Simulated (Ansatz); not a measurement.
# CsSnH3 (model cell, started as cubic perovskite with Sn in the octahedra): following an unstable mode, part 3 of 3

Aim: this structure of CsSnH3 (model cell, started as cubic perovskite with Sn in the octahedra) is to be tested for unstable modes, and one is followed downhill.

Ansatz 0.2.0; DFT PBEsol, scalar-relativistic, plane waves, PAW.

So far. Step 5 (Energy along the mode, all amplitudes (two of the runs …): The lowest of the steps tried is at 0.32 Å, 79.7 meV/atom below the parent; the bottom of the well need not coincide with a step. Step 7 (The new phase in its own primitive cell): The largest force component left is 0.41 meV/Å and the pressure is -0.001 GPa, within the tolerances set. The cell now holds 20.74 Å³/atom. The relaxed cell has a = 6.712, c = 7.973 Å (conventional setting).

The structure was built from a prototype and need not be the compound's stable phase.

In doubt: the program warns that the response may not be converged on this k-mesh, which bears on the force constants and all frequencies.

## Step 8: Modes of the new phase, k-mesh 6×6×6, occupations fixed

A relaxed structure may still be a saddle point, so its zone-centre modes are computed. The response to a homogeneous field gives the Born charges and the dielectric tensor.

input.yaml reads:

```yaml
crystal:
  lattice:
    - [3.3558875227, 1.9375225646, 2.6575601976]
    - [-3.3558875227, 1.9375225646, 2.6575601976]
    - [0.0, -3.8750451293, 2.6575601976]
  atoms:
    - { symbol: Cs, position: [0.979943346, 0.979943346, 0.979943346] }
    - { symbol: Sn, position: [0.4967247975, 0.4967247975, 0.4967247975] }
    - { symbol: H, position: [0.4913997229, 0.1070358907, 0.4913997229] }
    - { symbol: H, position: [0.1070358907, 0.4913997229, 0.4913997229] }
    - { symbol: H, position: [0.4913997229, 0.4913997229, 0.1070358907] }
kpoints:
  mp_grid: { grid: [6, 6, 6] }
hamiltonian:
  xc: pbesol
scf:
  occupations: { method: fixed }
output:
  eigenvalues: true
phonons:
  method: dfpt
  dielectric: true
  rigid_motions: translations
```

The run is started by

```console
ansatz run input.yaml --threads 8 --pin off --max-ram 14336MiB --backend cpu --events-out ev --progress --plain --runs-dir out
```

Numbers of over 12 decimals in the logs are rounded to 6 here.

Log:

```text
[...]
Crystal: 5 atoms, lattice volume = 103.678 Å³
Basis set: ecut = 420 eV, 2031 PW (Γ), exchange–correlation on 64×64×64 points (8 copies of the dense FFT grid, shifted against one another)
Bands: 18, of which v1, the nominal top of the filled ones, is band 13 counted from 1 (12 counted from 0)
Symmetry: 6 space group operations
k-points: 112 of 216 (irreducible under 1 space group operation, time reversal used)
[...]
SCF iter   1: F=—  HF=-11582.911144 eV  |F-HF|=—  |Δ(HF+E_count)|=         —  Δρ=6.67e-3  dr2=4.85e-2  ethr=1.77e-3  ⟨swp⟩=4.9  Hψ=9042  notcnv=0  defer=317
[...]
SCF iter   9: F=-11582.894119 eV  HF=-11582.894119 eV  |F-HF|=5.46e-12  |Δ(HF+E_count)|=  2.46e-10  Δρ=6.85e-8  dr2=5.86e-12  ethr=1.00e-12  ⟨swp⟩=13.7  Hψ=14342  notcnv=0
SCF 1 converged in 9 iterations: F = -11582.894119 eV  dr2 = 5.86e-12
[...]
NSCF: frozen V_eff on 2 k-points
DFPT response loops at Γ: preconditioner auto → Resta (q_TF=auto, 2.167 Å⁻¹)  ε∞=7.3 (no band partly filled); β = 1.00, the filter's whole step (`scf.mixing.beta` (0.50) is not read by the response loops at its default; to damp them type it under 1.00, their step now; it binds the ground state too); Broyden in place of MSR1
── the response to a field inside a basis, on 12×12×12 k-points: an SCF that follows is theirs, and a resumed run solves both again ──
Bands: 14, of which v1, the nominal top of the filled ones, is band 13 counted from 1 (12 counted from 0)
k-points: 182 of 1728 (time reversal used)
[...]
Eigensolver: Dense (182 Hₖ)
SCF iter   1: F=—  HF=-11582.897462 eV  |F-HF|=—  |Δ(HF+E_count)|=         —  Δρ=1.52e-4  dr2=2.11e-5  ethr=1.00e-1
[...]
SCF iter   3: F=-11582.897463 eV  HF=-11582.897463 eV  |F-HF|=2.89e-8  |Δ(HF+E_count)|=   5.87e-7  Δρ=8.67e-6  dr2=9.58e-8  ethr=2.71e-8
SCF 1 converged in 3 iterations: F = -11582.897463 eV  dr2 = 9.58e-8
[...]
WARN: field response: inside a basis, on 12×12×12 points, no mesh in reach settles it: take ε∞, Z* and everything formed from them with what they may err, as stated (eps_inf_uncertainty, zstar_uncertainty_e), and compare with field_mesh: kpoints on a denser kpoints.mp_grid
WARN: field response: ε∞ stands inside a basis, on 12×12×12 points; the force constants stand on the 6×6×6 k-mesh, whose period is 10.33 times the interband length at k = (0.0000, 0.0000, 0.0000), direct gap 1.134 eV, under 14: take them and everything formed from them as unconverged, and compare with a denser kpoints.mp_grid
SCF converged after 9 iterations
Free energy (F): -11582.894119 eV
[...]
Internal energy: -11582.894119 eV  (E = F + TS)
E sigma→0 (E₀):  -11582.894119 eV
Fermi energy:    5.215157 eV
[...]
--- Band table (eV; the first three rows and the last of 112) ---
  k-point 0: bands = [... 9 lower, -3.5733, 2.5665, 2.5665, 5.2152, 6.3493, 6.3493, 7.7322, 10.1254, ... 1 higher]
  k-point 1: bands = [... 9 lower, -3.1773, 2.1171, 2.5819, 4.8947, 6.4013, 6.6819, 8.6447, 9.5149, ... 1 higher]
  k-point 2: bands = [... 9 lower, -2.6994, 1.2508, 2.6104, 4.6526, 6.5627, 7.3217, 8.5588, 9.9013, ... 1 higher]
  k-point 111: bands = [... 9 lower, -2.3006, 0.8431, 0.8431, 2.0791, 9.5456, 9.5456, 9.7875, 10.9448, ... 1 higher]
--- Phonons (Γ-DFPT): 6 representative perturbations + reference, on 112 of 216 k-points (Σ response iterations 20) ---
  k mesh reduced under 1 symmetry operation, with k and −k counted as one. Each operation leaves every solved perturbation unchanged. A smaller set is not considered because the run solves the response to a homogeneous field
  ASR residual: 4.739e-5 → 0.000e0 eV/Å²; symmetrization residual: 7.708e-7 eV/Å²
  ASR residual per site (eV/Å²): 2.37e-5 4.74e-5 1.58e-5 1.58e-5 1.58e-5
[...]
ε∞ (high-frequency dielectric tensor):
        6.289245     0.000000     0.000000
        0.000000     6.289245     0.000000
        0.000000     0.000000     5.917770
  ε⁰ (static dielectric tensor: ions relaxed, cell fixed):
       15.888842    -0.000000    -0.000000
       -0.000000    15.888842     0.000000
       -0.000000     0.000000     9.775915
  ε⁰ − ε∞ (ionic part):
        9.599598    -0.000000    -0.000000
       -0.000000     9.599598     0.000000
       -0.000000     0.000000     3.858145
  softest optical mode at Γ: 43.45 cm⁻¹; the repairs (sum rule, projections) moved no ω² at Γ by more than (2.74 cm⁻¹)²
  Born effective charges Z* (e; rows j = field, columns β = displacement):
    site 0:
         1.43706    0.00000    0.00000
         0.00000    1.43706    0.00000
         0.00000    0.00000    1.23268
    site 1:
         0.53110    0.00000    0.00000
        -0.00000    0.53110   -0.00000
        -0.00000   -0.00000    1.38844
    site 2:
        -0.78848    0.22937    0.71055
         0.22937   -0.52362   -0.41024
         0.30008   -0.17325   -0.87371
    site 3:
        -0.78848   -0.22937   -0.71055
        -0.22937   -0.52362   -0.41024
        -0.30008   -0.17325   -0.87371
    site 4:
        -0.39119    0.00000   -0.00000
         0.00000   -0.92091    0.82047
         0.00000    0.34650   -0.87371
  Z* charge neutrality: 2.283e-3 e pre-enforcement
  solved inside a basis spanned on kpoints, on 12×12×12 k-points, which do not settle them: ε∞ is read to err by 6.6e-2, Z* by 1.8e-2 e (field_mesh: kpoints solves on kpoints); Z* is corrected for what the basis lacks
  optical modes at Γ without the LO–TO term, one row a degenerate level:
      ω (cm⁻¹)  modes    IR ((D/Å)²/amu)
         43.45      2             1.6021
         69.59      1             0.5528
        249.36      1             0.0000
        267.11      2             0.0507
        651.76      1            22.6329
        692.32      2            14.1591
       1356.44      2            99.9764
       1377.07      1            38.1116
  optical modes at Γ + LO–TO along q̂ = [1.0000, 0.0000, 0.0000]:
      ω (cm⁻¹)  modes    IR ((D/Å)²/amu)
         43.45      1             0.8011
         64.72      1             0.6172
         69.59      1             0.5528
        249.36      1             0.0000
        267.11      1             0.0253
        267.24      1             0.0205
        651.76      1            22.6329
        692.32      1             7.0796
[...]
optical modes at Γ + LO–TO along q̂ = [0.0000, 1.0000, 0.0000]:
      ω (cm⁻¹)  modes    IR ((D/Å)²/amu)
[...]
707.14      1             5.6677
       1356.44      1            49.9882
       1377.07      1            38.1116
       1416.40      1            51.5888
  optical modes at Γ + LO–TO along q̂ = [0.0000, 0.0000, 1.0000]:
      ω (cm⁻¹)  modes    IR ((D/Å)²/amu)
         43.45      2             1.6021
         79.81      1             0.3490
        249.36      1             0.0000
        267.11      2             0.0507
        692.32      2            14.1591
        704.93      1            18.9282
       1356.44      2            99.9764
       1426.80      1            42.0201
```

Run time: 33 s. Hardware: 8 threads of Arm Neoverse V2, shared host; peak memory 1.3 GiB.

This step gave:

* sum-rule residual before enforcement: 4.74e-5 eV/Å²
* miss of the charge sum rule: 0.002283 e
* estimated error of the dielectric tensor: 0.06583
* estimated error of the Born charges: 0.01833 e
* point group: 3m
* highest optical mode at the zone centre (no LO-TO term): 1377 cm⁻¹
* lowest optical zone-centre mode: 43.45 cm⁻¹
* mean high-frequency dielectric constant: 6.165
* largest Born charge (third of the trace): 1.369 e
* mean static dielectric constant: 13.85
* top of the zone-centre spectrum with the field: 1427 cm⁻¹

Patterns of degenerate modes are one choice out of their space. Modes at Γ, with each element's share of the kinetic energy:

```
mode  frequency (cm⁻¹)  symmetry  Cs %  Sn %  H %
   1               0.0  acoustic    52    47    1
   2               0.0  acoustic    52    47    1
   3               0.0  acoustic    52    47    1
   4              43.5         E    48    51    1
   5              43.5         E    48    51    1
   6              69.6        A1    48    51    1
   7             249.4        A2     0     0  100
   8             267.1         E     0     1   99
   9             267.1         E     0     1   99
  10             651.8        A1     0     2   98
  11             692.3         E     0     1   99
  12             692.3         E     0     1   99
  13            1356.4         E     0     1   99
  14            1356.4         E     0     1   99
  15            1377.1        A1     0     1   99
```

Displacements in mode 5 (43.5 cm⁻¹), the largest set to 1:
```
Cs1  0.36 -0.91  0.00
Sn2 -0.40  1.00  0.00
H3  -0.29  0.78  0.37
H4  -0.32  0.79  0.07
H5  -0.31  0.76 -0.44
```

Displacements in mode 15 (1377.1 cm⁻¹), the largest set to 1:
```
Cs1  0.00  0.00  0.00
Sn2  0.00  0.00  0.01
H3   0.87 -0.50 -0.59
H4  -0.87 -0.50 -0.59
H5   0.00  1.00 -0.59
```

High-frequency dielectric tensor, which the program warns is not settled by the k meshes in reach. Tensor:

```
       x      y      z
x  6.289      0      0
y      0  6.289      0
z      0      0  5.918
```

Static dielectric tensor, which the program warns is not settled by the k meshes in reach. Tensor:

```
       x      y      z
x  15.89      0      0
y      0  15.89      0
z      0      0  9.776
```

Optical modes at the zone centre, without and with the macroscopic field of the longitudinal modes; each column is sorted by frequency, so a row need not hold one and the same mode. Modes with and without the field, by row:

```
rank among optical modes  no field (cm⁻¹)  q along (1, 0, 0) (cm⁻¹)  q along (0, 0, 1) (cm⁻¹)
                       1             43.5                      43.5                      43.5
                       2             43.5                      64.7                      43.5
                       3             69.6                      69.6                      79.8
                       4            249.4                     249.4                     249.4
                       5            267.1                     267.1                     267.1
                       6            267.1                     267.2                     267.1
                       7            651.8                     651.8                     692.3
                       8            692.3                     692.3                     692.3
                       9            692.3                     707.1                     704.9
                      10             1356                      1356                      1356
                      11             1356                      1377                      1356
                      12             1377                      1416                      1427
```

Born charge (rows field, columns displacement) (e), principal values of the symmetric part by kind of site:

```
atom  atoms with these values    low  middle   high   mean
 Cs1                        1   1.23    1.44   1.44   1.37
 Sn2                        1   0.53    0.53   1.39   0.82
  H3                        3  -1.48   -0.39  -0.31  -0.73
```

In full for Cs1:

```
1.44 0.00 0.00
0.00 1.44 0.00
0.00 0.00 1.23
```

Transverse modes. Infrared lines, with heights relative to the strongest:

```
position (cm⁻¹)  label  relative intensity
             43      E                 1.6
             70     A1                 0.6
            249     A2                 0.0
            267      E                 0.1
            652     A1                  23
            692      E                  14
           1356      E                 100
           1377     A1                  38
```

Before it was imposed, the acoustic sum rule was missed by 4.7e-5 eV/Å² and the charge sum rule by 0.0023 e. Small misses are needed for a sound result but don't prove that mesh and cutoff are converged. The lowest optical mode is real, 43.5 cm⁻¹.

The log warns of the k mesh: “the force constants stand on the 6×6×6 k-mesh, whose period is 10.33 times the interband length at k = (0.0000, 0.0000, 0.0000), direct gap 1.134 eV, under 14: take them and everything formed from them as unconverged”.

## Step 9: Outcome

* unstable mode of the parent: q = (0, 0, 0), 1375i cm⁻¹
* depth at the lowest point sampled: 79.7 meV/atom
* largest atomic shift at that point: 0.32 Å
* space group reached (within 0.01 Å): R3m
* energy gained over the parent (first relaxation, on the mesh of the frozen mode): 116 meV/atom
* volume per atom, phase reached: 20.7 Å³
* gap on the k-mesh, phase reached: 1.13 eV
* lowest optical zone-centre mode, phase reached: 43.5 cm⁻¹
* highest optical mode at the zone centre (no LO-TO term), phase reached: 1377 cm⁻¹

Along this mode the structure falls into R3m, 116 meV/atom below the parent. At the parent's cell the well is 79.70 meV/atom deep on the steps tried, with its lowest point at a shift of 0.32 Å. Relaxing atoms and cell changes the gain by +35.83 meV/atom against the lowest step (energies at zero smearing). The new phase has no imaginary mode at the zone centre of its cell; other wavevectors were not checked. Of the 5 patterns followed to their end from this parent, this one reaches the lowest energy. Each path keeps the symmetry of its pattern, so a lower phase may lie along a pattern not tried. With the field response the log warns that the k mesh is coarse for the force constants too, so the frequencies may not be converged. With no gap, or one that is small against the smearing, the frequencies hang on the k mesh and the smearing, most of all near Kohn anomalies. In at least one run the field response is not settled by the k meshes in reach, so its dielectric tensor, Born charges and longitudinal modes are rough. Spin-orbit coupling is left out, which can matter for the heavy elements here. A phonon run warned that its eigensolver left some bands unconverged in a pass. The starting cell was built on a prototype and not taken from a measurement, so the phase need not exist.

[Logs are printed without paths, hosts, clocks, repeated set-up lines and the standing remarks that a program may print on its own settings, such as how far it seeks lower states.]

[Hosts, paths, dates, database ids (printed as entryN), source tags and the programs' standing remarks are cut or masked in the printed files.]
